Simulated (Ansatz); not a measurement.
# Sr2IBrF2: complex band structure, part 2 of 3

Aim: relax a made-up compound, Sr2IBrF2, and see how good a tunnel barrier it would be. It is built by putting Sr for Ba in the Ba2IBrF2 structure of space group P4mm, with the volume rescaled by atomic radii. The parent structure comes from the Materials Project.

Ansatz 0.2.0; LDA DFT, plane waves, PAW files (the session's first sound run).

So far. Step 2 (Relaxing the new crystal): The largest force component on a free atom ends at 9.4e-4 eV/Å.

The structure was built from a prototype and need not be the compound's stable phase.

### Step 3. The bulk crystal and its band edges

The energy window and the wavevectors of the next steps follow from the band edges, so these are searched first, off the mesh as well.

File input.yaml:

```yaml
crystal:
  lattice:
    - [4.1377372974, 0.0, 0.0]
    - [0.0, 4.1377372974, 0.0]
    - [0.0, 0.0, 7.7963498978]
  atoms:
    - { symbol: Sr, position: [0.5, 0.5, 0.843349851] }
    - { symbol: Sr, position: [0.0, 0.0, 0.1805501567] }
    - { symbol: I, position: [0.0, 0.0, 0.638027031] }
    - { symbol: Br, position: [0.5, 0.5, 0.3276310825] }
    - { symbol: F, position: [0.5, 0.0, 0.0052209394] }
    - { symbol: F, position: [0.0, 0.5, 0.0052209394] }
kpoints:
  mp_grid: { grid: [6, 6, 4] }
  band_path: { path: [VBM, CBM], npoints: 30 }
scf:
  occupations: { method: fixed }
hamiltonian:
  xc: lda
output:
  eigenvalues: true
  write_potential: true
  write_density: true
  volumetric_format: npy
```

On the command line:

```sh
> ansatz run input.yaml --threads 2 --pin off --max-ram 4096MiB --backend cpu --events-out ev --progress --plain --runs-dir out
```

Numbers of over 12 decimals in the logs are rounded to 6 here.

Output:

```text
[...]
Crystal: 6 atoms, lattice volume = 133.480 Å³
Basis set: ecut = 420 eV, 2595 PW (Γ)
Bands: 35, of which v1, the nominal top of the filled ones, is band 29 counted from 1 (28 counted from 0)
Symmetry: 8 space group operations
[...]
k-points: 30 of 144 (time reversal used)
[...]
SCF iter   1: F=—  HF=-18538.552075 eV  |F-HF|=—  |Δ(HF+E_count)|=         —  Δρ=1.21e-2  dr2=1.35e-1  ethr=1.77e-3  ⟨swp⟩=7.2  Hψ=4878  notcnv=0  defer=109
[...]
SCF iter   7: F=-18538.516016 eV  HF=-18538.516016 eV  |F-HF|=2.05e-9  |Δ(HF+E_count)|=   1.09e-8  Δρ=2.44e-6  dr2=7.54e-9  ethr=1.72e-10  ⟨swp⟩=16.6  Hψ=6253  notcnv=0
SCF 1 converged in 7 iterations: F = -18538.516016 eV  dr2 = 7.54e-9
[...]
NSCF: frozen V_eff on 40 k-points
[...]
SCF converged after 7 iterations
Free energy (F): -18538.516016 eV
[...]
Internal energy: -18538.516016 eV  (E = F + TS)
E sigma→0 (E₀):  -18538.516016 eV
Fermi energy:    6.378932 eV
[...]
--- Band table (eV; the first three rows and the last of 30) ---
  k-point 0: bands = [... 25 lower, 5.1158, 6.0428, 6.3789, 6.3789, 10.7171, 10.8855, 11.0872, 12.2204, ... 2 higher]
  k-point 1: bands = [... 25 lower, 5.1359, 5.7730, 6.3632, 6.3632, 10.8692, 11.3181, 11.4833, 11.9278, ... 2 higher]
  k-point 2: bands = [... 25 lower, 5.1564, 5.4345, 6.3469, 6.3469, 11.1678, 11.5072, 11.8194, 12.2934, ... 2 higher]
  k-point 29: bands = [... 25 lower, 5.0929, 5.0929, 5.1205, 5.4297, 11.9360, 12.6406, 13.1419, 13.1419, ... 2 higher]
```

Run time: 25 s. Hardware: 2 threads of Intel Xeon Platinum 8259CL at 2.50GHz (Skylake/Cascade Lake), shared host; peak memory 0.43 GiB; 49 s of CPU time.

In the SCF lines HF is the Harris–Foulkes energy and dr2 the Hartree energy of the density residual, in eV; the loop may stop once dr2 is under the threshold and the program's other checks hold. Hψ counts applications of the Hamiltonian.

This step gave:

```yaml
fermi_energy: 6.379 eV
gap_on_the_k_mesh: 4.338 eV
gap_on_path: 4.338 eV, by band count; negative where bands overlap
direct_gap_on_path: 4.338 eV
edge_places_on_path: 8.39e-4, 0.001819 1/A along the path
```

Electronic bands along the path, in eV, zero at the Fermi level (highest filled level under fixed occupations); v1 is the highest filled band, c1 the lowest empty one:

| point | v4 | v3 | v2 | v1 | c1 | c2 | c3 | c4 |
| --- | --- | --- | --- | --- | --- | --- | --- | --- |
| VBM | -1.26 | -0.34 | 0.00 | 0.00 | 4.34 | 4.51 | 4.71 | 5.84 |
| halfway | -1.26 | -0.34 | 0.00 | 0.00 | 4.34 | 4.51 | 4.71 | 5.84 |
| CBM | -1.26 | -0.34 | 0.00 | 0.00 | 4.34 | 4.51 | 4.71 | 5.84 |

The searched edges give 4.34 eV, as on the mesh.

### Step 4. Decaying states in the gap, plane (100), k-mesh 6×4×6

This step: LDA DFT, plane waves, PAW files; complex bands by layer matching along the plane's normal (Ansatz 0.2.0).

The same crystal is laid in a cell whose first two vectors span the (100) plane (indices of the standard conventional cell, whose axes can be ordered otherwise than in the bulk input). At fixed energy and wavevector in the plane the solver finds all kz, real and complex. A few wavevectors are listed, (0, 0) and (0.5, 0) in units of the plane's reciprocal vectors; the slowest state needn't be among them.

File input.yaml:

```yaml
crystal:
  lattice:
    - [4.137737297, 0.0, 0.0]
    - [0.0, 7.796349898, 0.0]
    - [0.0, 0.0, 4.137737297]
  atoms:
    - { symbol: Sr, position: [0.5, 0.843349851, 0.5] }
    - { symbol: Sr, position: [0.0, 0.1805501567, 0.0] }
    - { symbol: I, position: [0.0, 0.638027031, 0.0] }
    - { symbol: Br, position: [0.5, 0.3276310825, 0.5] }
    - { symbol: F, position: [0.0, 0.0052209394, 0.5] }
    - { symbol: F, position: [0.5, 0.0052209394, 0.0] }
kpoints:
  mp_grid: { grid: [6, 4, 6] }
scf:
  occupations: { method: fixed }
hamiltonian:
  xc: lda
output:
  eigenvalues: true
  transmission:
    leads: [[0, 0]]
    kpoints: [[0.0, 0.0], [0.5, 0.0]]
    e_range: [-1.0, 5.34]
    de: 0.11
```

Output:

```text
[...]
Crystal: 6 atoms, lattice volume = 133.480 Å³
Basis set: ecut = 420 eV, 2595 PW (Γ)
Bands: 35, of which v1, the nominal top of the filled ones, is band 29 counted from 1 (28 counted from 0)
Symmetry: 8 space group operations
[...]
k-points: 30 of 144 (time reversal used)
[...]
SCF iter   1: F=—  HF=-18538.552067 eV  |F-HF|=—  |Δ(HF+E_count)|=         —  Δρ=1.21e-2  dr2=1.35e-1  ethr=1.77e-3  ⟨swp⟩=7.3  Hψ=4937  notcnv=0  defer=110
[...]
SCF iter   7: F=-18538.516016 eV  HF=-18538.516016 eV  |F-HF|=2.55e-10  |Δ(HF+E_count)|=   2.17e-8  Δρ=2.51e-6  dr2=7.82e-9  ethr=1.72e-10  ⟨swp⟩=16.7  Hψ=6402  notcnv=0
SCF 1 converged in 7 iterations: F = -18538.516016 eV  dr2 = 7.82e-9
[...]
transmission: 8 of 16 steps passed
transmission: 16 of 16 steps passed
SCF converged after 7 iterations
Free energy (F): -18538.516016 eV
[...]
Internal energy: -18538.516016 eV  (E = F + TS)
E sigma→0 (E₀):  -18538.516016 eV
Fermi energy:    6.378934 eV
[...]
--- Band table (eV; the first three rows and the last of 30) ---
  k-point 0: bands = [... 25 lower, 5.1158, 6.0428, 6.3789, 6.3789, 10.7171, 10.8855, 11.0872, 12.2204, ... 2 higher]
  k-point 1: bands = [... 25 lower, 5.1156, 5.7531, 6.0982, 6.3347, 11.1090, 11.3848, 11.7093, 12.4232, ... 2 higher]
  k-point 2: bands = [... 25 lower, 5.1179, 5.3647, 5.9704, 6.2523, 11.5727, 11.8706, 12.2444, 12.4326, ... 2 higher]
  k-point 29: bands = [... 25 lower, 5.0929, 5.0929, 5.1205, 5.4297, 11.9360, 12.6406, 13.1419, 13.1419, ... 2 higher]
--- Transmission ---
  basis      : 275 plane waves across, 8 finite elements along
  points     : 2, as listed
  energies   : 58 from -1.000000 to 5.270000 eV about the Fermi level, 0.110000 eV apart; the leads are filled to 2.169080 eV, and channels, transmission and decay are at 2.190000 eV
  crystal 0  : Sr2I1F2Br1, at the sites [0, 0], period 4.1377 Å: whole cells are its period
    offset         : up to 0.0000 Å between an atom of the period and one for which it stands
    channels       : 0.000000e0 a spin
    conductance    : none, the energies end too early or step too widely for 300 K: set another output.transmission.e_range or a lower de, or, where they end at an eighth of basis.ecutwfc, a higher one
    slowest decay  : 0.2735 /Å at (0.0000, 0.0000)
```

Run time: 75 s. Hardware: 2 threads; peak memory 0.99 GiB; 1.9 min of CPU time.

Numbers from this step:

```
level to which the leads are filled                       : 2.169 eV from the Fermi level
decay constant at the filling level, zone centre          : 0.2735 Å⁻¹
decay constant at the filling level, slowest listed point : 0.2735 Å⁻¹
```

K parallel (0, 0); values up to 1.5 1/Å, a degenerate pair printed once or twice; energies at which all values exceed this have no row. Im kz of the slowest decaying states against energy, zero at the highest filled level on the SCF mesh:

| energy (eV) | decay 1 (Å⁻¹) | decay 2 (Å⁻¹) | decay 3 (Å⁻¹) | decay 4 (Å⁻¹) |
| --- | --- | --- | --- | --- |
| -1.000 | 0.170 | 0.619 | 0.628 | 0.808 |
| -0.450 | 0.201 | 0.531 | 0.598 | 0.786 |
| -0.010 | 0.376 | 0.583 | 0.766 | 0.817 |
| 0.540 | 0.190 | 0.448 | 0.564 | 0.593 |
| 0.980 | 0.235 | 0.415 | 0.598 | 0.637 |
| 1.530 | 0.263 | 0.398 | 0.595 | 0.670 |
| 1.970 | 0.272 | 0.381 | 0.585 | 0.634 |
| 2.520 | 0.271 | 0.353 | 0.565 | 0.580 |
| 2.960 | 0.259 | 0.322 | 0.529 | 0.542 |
| 3.510 | 0.228 | 0.268 | 0.447 | 0.502 |
| 3.950 | 0.175 | 0.209 | 0.355 | 0.461 |
| 4.500 | 0.0291 | 0.151 | 0.388 | 0.443 |
| 5.050 | 0.194 | 0.307 | 0.339 | 0.456 |

K parallel (0.5, 0); values up to 1.5 1/Å, a degenerate pair printed once or twice; energies at which all values exceed this have no row. Table of Im kz of the slowest decaying states by energy, zero at the highest filled level on the SCF mesh:

| energy (eV) | decay 1 (Å⁻¹) | decay 2 (Å⁻¹) | decay 3 (Å⁻¹) | decay 4 (Å⁻¹) |
| --- | --- | --- | --- | --- |
| -1.00 | 0.321 | 0.475 | 0.576 | 0.727 |
| -0.67 | 0.272 | 0.432 | 0.452 | 0.843 |
| -0.34 | 0.397 | 0.408 | 0.486 | 0.835 |
| -0.01 | 0.135 | 0.467 | 0.472 | 0.508 |
| 0.21 | 0.199 | 0.493 | 0.502 | 0.517 |
| 0.54 | 0.253 | 0.522 | 0.526 | 0.532 |
| 0.87 | 0.286 | 0.530 | 0.542 | 0.552 |
| 1.20 | 0.308 | 0.529 | 0.556 | 0.564 |
| 1.53 | 0.322 | 0.526 | 0.565 | 0.572 |
| 1.86 | 0.331 | 0.519 | 0.569 | 0.575 |
| 2.08 | 0.334 | 0.513 | 0.569 | 0.575 |
| 2.41 | 0.334 | 0.501 | 0.563 | 0.572 |
| 2.74 | 0.331 | 0.487 | 0.552 | 0.566 |
| 3.07 | 0.324 | 0.469 | 0.535 | 0.558 |
| 3.40 | 0.314 | 0.448 | 0.512 | 0.546 |
| 3.73 | 0.299 | 0.422 | 0.483 | 0.532 |
| 4.06 | 0.280 | 0.390 | 0.446 | 0.515 |
| 4.28 | 0.263 | 0.364 | 0.415 | 0.503 |
| 4.61 | 0.233 | 0.313 | 0.354 | 0.478 |
| 4.94 | 0.191 | 0.228 | 0.247 | 0.435 |
| 5.27 | 0.124 | 0.317 | 0.348 | 0.389 |

At the listed wavevectors the last open channel is at -0.01 eV and the next at +4.39 eV on the grid. At +2.19 eV, the grid energy nearest the filling level (the middle of the gap on the SCF mesh), the slowest state at the listed wavevectors decays with κ = 0.274 Å⁻¹, its amplitude falling by e over 3.7 Å. Through 1 nm of this crystal that state's transmission falls by exp(−2 × 0.274 Å⁻¹ × 10 Å) = 0.0042.

### Step 5. Decay over the two-dimensional zone

The listed points could miss the slowest state, so one energy near mid-gap is solved on a mesh of 8×4.

Changes to input.yaml since step 4:

```diff
@@ -20,6 +20,2 @@
   eigenvalues: true
-  transmission:
-    leads: [[0, 0]]
-    kpoints: [[0.0, 0.0], [0.5, 0.0]]
-    e_range: [-1.0, 5.34]
-    de: 0.11
+  transmission: { leads: [[0, 0]], kmesh: [8, 4], e_range: [2.17, 2.18], de: 0.05 }
```

Output:

```text
[...]
Crystal: 6 atoms, lattice volume = 133.480 Å³
Basis set: ecut = 420 eV, 2595 PW (Γ)
Bands: 35, of which v1, the nominal top of the filled ones, is band 29 counted from 1 (28 counted from 0)
Symmetry: 8 space group operations
[...]
k-points: 30 of 144 (time reversal used)
[...]
SCF iter   1: F=—  HF=-18538.552067 eV  |F-HF|=—  |Δ(HF+E_count)|=         —  Δρ=1.21e-2  dr2=1.35e-1  ethr=1.77e-3  ⟨swp⟩=7.3  Hψ=4937  notcnv=0  defer=110
[...]
SCF iter   7: F=-18538.516016 eV  HF=-18538.516016 eV  |F-HF|=2.55e-10  |Δ(HF+E_count)|=   2.17e-8  Δρ=2.51e-6  dr2=7.82e-9  ethr=1.72e-10  ⟨swp⟩=16.7  Hψ=6402  notcnv=0
SCF 1 converged in 7 iterations: F = -18538.516016 eV  dr2 = 7.82e-9
[...]
transmission: 16 of 120 steps passed
transmission: 32 of 120 steps passed
[...]
transmission: 120 of 120 steps passed
SCF converged after 7 iterations
Free energy (F): -18538.516016 eV
[...]
Internal energy: -18538.516016 eV  (E = F + TS)
E sigma→0 (E₀):  -18538.516016 eV
Fermi energy:    6.378934 eV
[...]
--- Band table (eV; the first three rows and the last of 30) ---
  k-point 0: bands = [... 25 lower, 5.1158, 6.0428, 6.3789, 6.3789, 10.7171, 10.8855, 11.0872, 12.2204, ... 2 higher]
  k-point 1: bands = [... 25 lower, 5.1156, 5.7531, 6.0982, 6.3347, 11.1090, 11.3848, 11.7093, 12.4232, ... 2 higher]
  k-point 2: bands = [... 25 lower, 5.1179, 5.3647, 5.9704, 6.2523, 11.5727, 11.8706, 12.2444, 12.4326, ... 2 higher]
  k-point 29: bands = [... 25 lower, 5.0929, 5.0929, 5.1205, 5.4297, 11.9360, 12.6406, 13.1419, 13.1419, ... 2 higher]
--- Transmission ---
  basis      : 275 plane waves across, 8 finite elements along
  points     : 15, standing for a mesh of 8 x 4
  energies   : 1 from 2.170000 to 2.170000 eV about the Fermi level; the leads are filled to 2.169080 eV, and channels, transmission and decay are at 2.170000 eV
[...]
channels       : 0.000000e0 a spin
    conductance    : none, crystal 0 has no channel at the energies, or these end too early or step too widely for 300 K: set another output.transmission.e_range or a lower de, or, where they end at an eighth of basis.ecutwfc, a higher one
    slowest decay  : 0.2735 /Å at (0.0000, 0.0000)
```

Run time: 31 s. Hardware: 2 threads; peak memory 0.95 GiB; 61 s of CPU time.

Numbers from this step:

| Quantity | Value |
| --- | --- |
| least decay constant on the mesh | 0.2735 Å⁻¹ |

Slowest decay constant (1/Å; 0 where a channel is open) over k1 and k2. At 2.1700 eV from the Fermi level.

Ten even steps from '0' (0.274) to '9' (0.335):
```
99853589
99830389
99853589
88976798
```
Columns: k1 (b1) from -0.5 to 0.375; rows upwards: k2 (b2) from -0.5 to 0.25.

The least value on the mesh is 0.274 Å⁻¹ at +2.17 eV. At that energy the listed points give about 0.273 Å⁻¹ by interpolation, so the mesh holds no clearly slower state.

### Step 6. Decaying states in the gap, plane (001), k-mesh 6×6×4

The same for the (001) plane, at (0, 0) and (0.5, 0), to see how the decay depends on direction.

File input.yaml:

```yaml
crystal:
  lattice:
    - [4.137737297, 0.0, 0.0]
    - [0.0, 4.137737297, 0.0]
    - [0.0, 0.0, 7.796349898]
  atoms:
    - { symbol: Sr, position: [0.5, 0.5, 0.843349851] }
    - { symbol: Sr, position: [0.0, 0.0, 0.1805501567] }
    - { symbol: I, position: [0.0, 0.0, 0.638027031] }
    - { symbol: Br, position: [0.5, 0.5, 0.3276310825] }
    - { symbol: F, position: [0.5, 0.0, 0.0052209394] }
    - { symbol: F, position: [0.0, 0.5, 0.0052209394] }
kpoints:
  mp_grid: { grid: [6, 6, 4] }
scf:
  occupations: { method: fixed }
hamiltonian:
  xc: lda
output:
  eigenvalues: true
  transmission:
    leads: [[0, 0]]
    kpoints: [[0.0, 0.0], [0.5, 0.0]]
    e_range: [-1.0, 5.34]
    de: 0.16
```

Output:

```text
[...]
Crystal: 6 atoms, lattice volume = 133.480 Å³
Basis set: ecut = 420 eV, 2595 PW (Γ)
Bands: 35, of which v1, the nominal top of the filled ones, is band 29 counted from 1 (28 counted from 0)
Symmetry: 8 space group operations
[...]
k-points: 30 of 144 (time reversal used)
[...]
SCF iter   1: F=—  HF=-18538.552075 eV  |F-HF|=—  |Δ(HF+E_count)|=         —  Δρ=1.21e-2  dr2=1.35e-1  ethr=1.77e-3  ⟨swp⟩=7.2  Hψ=4878  notcnv=0  defer=109
[...]
SCF iter   7: F=-18538.516016 eV  HF=-18538.516016 eV  |F-HF|=2.04e-9  |Δ(HF+E_count)|=   1.10e-8  Δρ=2.43e-6  dr2=7.53e-9  ethr=1.72e-10  ⟨swp⟩=16.6  Hψ=6235  notcnv=0
SCF 1 converged in 7 iterations: F = -18538.516016 eV  dr2 = 7.53e-9
[...]
transmission: 14 of 28 steps passed
transmission: 28 of 28 steps passed
SCF converged after 7 iterations
Free energy (F): -18538.516016 eV
[...]
Internal energy: -18538.516016 eV  (E = F + TS)
E sigma→0 (E₀):  -18538.516016 eV
Fermi energy:    6.378932 eV
[...]
--- Band table (eV; the first three rows and the last of 30) ---
  k-point 0: bands = [... 25 lower, 5.1158, 6.0428, 6.3789, 6.3789, 10.7171, 10.8855, 11.0872, 12.2204, ... 2 higher]
  k-point 1: bands = [... 25 lower, 5.1359, 5.7730, 6.3632, 6.3632, 10.8692, 11.3181, 11.4833, 11.9278, ... 2 higher]
  k-point 2: bands = [... 25 lower, 5.1564, 5.4345, 6.3469, 6.3469, 11.1678, 11.5072, 11.8194, 12.2934, ... 2 higher]
  k-point 29: bands = [... 25 lower, 5.0929, 5.0929, 5.1205, 5.4297, 11.9360, 12.6406, 13.1419, 13.1419, ... 2 higher]
--- Transmission ---
  basis      : 145 plane waves across, 14 finite elements along
  points     : 2, as listed
[...]
crystal 0  : I1Sr2F2Br1, at the sites [0, 0], period 7.7963 Å: whole cells are its period
[...]
channels       : 0.000000e0 a spin
[...]
slowest decay  : 0.3185 /Å at (0.0000, 0.0000)
```

Wall time 23 s (2 threads); peak memory 0.6 GiB.

Numbers from this step:

```
decay constant at the filling level, zone centre          : 0.3185 Å⁻¹
decay constant at the filling level, slowest listed point : 0.3185 Å⁻¹
```

K parallel (0, 0); values up to 1.5 1/Å, a degenerate pair printed once or twice; energies at which all values exceed this have no row. Table of Im kz of the slowest decaying states by energy, zero at the highest filled level on the SCF mesh:

| energy (eV) | decay 1 (Å⁻¹) | decay 2 (Å⁻¹) | decay 3 (Å⁻¹) | decay 4 (Å⁻¹) |
| --- | --- | --- | --- | --- |
| -1.00 | 0.0628 | 0.386 | 0.661 | 0.955 |
| -0.52 | 0.452 | 0.636 | 0.927 | 1.12 |
| -0.04 | 0.121 | 0.181 | 0.611 | 0.894 |
| 0.28 | 0.243 | 0.498 | 0.594 | 0.870 |
| 0.76 | 0.292 | 0.568 | 0.673 | 0.829 |
| 1.24 | 0.315 | 0.539 | 0.783 | 0.791 |
| 1.72 | 0.323 | 0.507 | 0.731 | 0.916 |
| 2.20 | 0.319 | 0.471 | 0.671 | 0.928 |
| 2.52 | 0.309 | 0.444 | 0.625 | 0.934 |
| 3.00 | 0.286 | 0.398 | 0.546 | 0.938 |
| 3.48 | 0.250 | 0.344 | 0.446 | 0.940 |
| 3.96 | 0.192 | 0.273 | 0.304 | 0.933 |
| 4.28 | 0.122 | 0.129 | 0.210 | 0.896 |
| 4.76 | 0.837 | 0.874 | 0.938 | - |
| 5.24 | 0.762 | 0.769 | 0.941 | - |

K parallel (0.5, 0); values up to 1.5 1/Å, a degenerate pair printed once or twice; energies at which all values exceed this have no row. Table of Im kz of the slowest decaying states by energy, zero at the highest filled level on the SCF mesh:

| energy (eV) | decay 1 (Å⁻¹) | decay 2 (Å⁻¹) | decay 3 (Å⁻¹) | decay 4 (Å⁻¹) |
| --- | --- | --- | --- | --- |
| -1.00 | 0.231 | 0.318 | 0.610 | 0.707 |
| -0.52 | 0.160 | 0.592 | 0.740 | 1.02 |
| -0.04 | 0.378 | 0.439 | 0.463 | 0.796 |
| 0.28 | 0.446 | 0.593 | 0.599 | 0.818 |
| 0.76 | 0.525 | 0.680 | 0.765 | 0.840 |
| 1.24 | 0.604 | 0.717 | 0.771 | 0.827 |
| 1.72 | 0.618 | 0.706 | 0.737 | 0.859 |
| 2.20 | 0.562 | 0.688 | 0.746 | 0.861 |
| 2.52 | 0.532 | 0.671 | 0.747 | 0.860 |
| 3.00 | 0.490 | 0.638 | 0.745 | 0.857 |
| 3.48 | 0.447 | 0.595 | 0.738 | 0.843 |
| 3.96 | 0.399 | 0.539 | 0.728 | 0.770 |
| 4.28 | 0.363 | 0.492 | 0.713 | 0.720 |
| 4.76 | 0.296 | 0.396 | 0.608 | 0.707 |
| 5.24 | 0.193 | 0.278 | 0.452 | 0.702 |

At the listed wavevectors the last open channel is at -0.36 eV and the next at +4.44 eV on the grid, wider than the gap, since narrow bands can fall between grid energies. At +2.20 eV, the grid energy nearest the filling level (the middle of the gap on the SCF mesh), the slowest state at the listed wavevectors decays with κ = 0.319 Å⁻¹, its amplitude falling by e over 3.1 Å; the first such run, plane (100), gave 0.274 Å⁻¹.

(Continued in part 3 of 3.)

[Logs are printed without paths, hosts, clocks, repeated set-up lines and the standing remarks that a program may print on its own settings, such as how far it seeks lower states.]

[Hosts, paths, dates, database ids (printed as entryN), source tags and the programs' standing remarks are cut or masked in the printed files.]
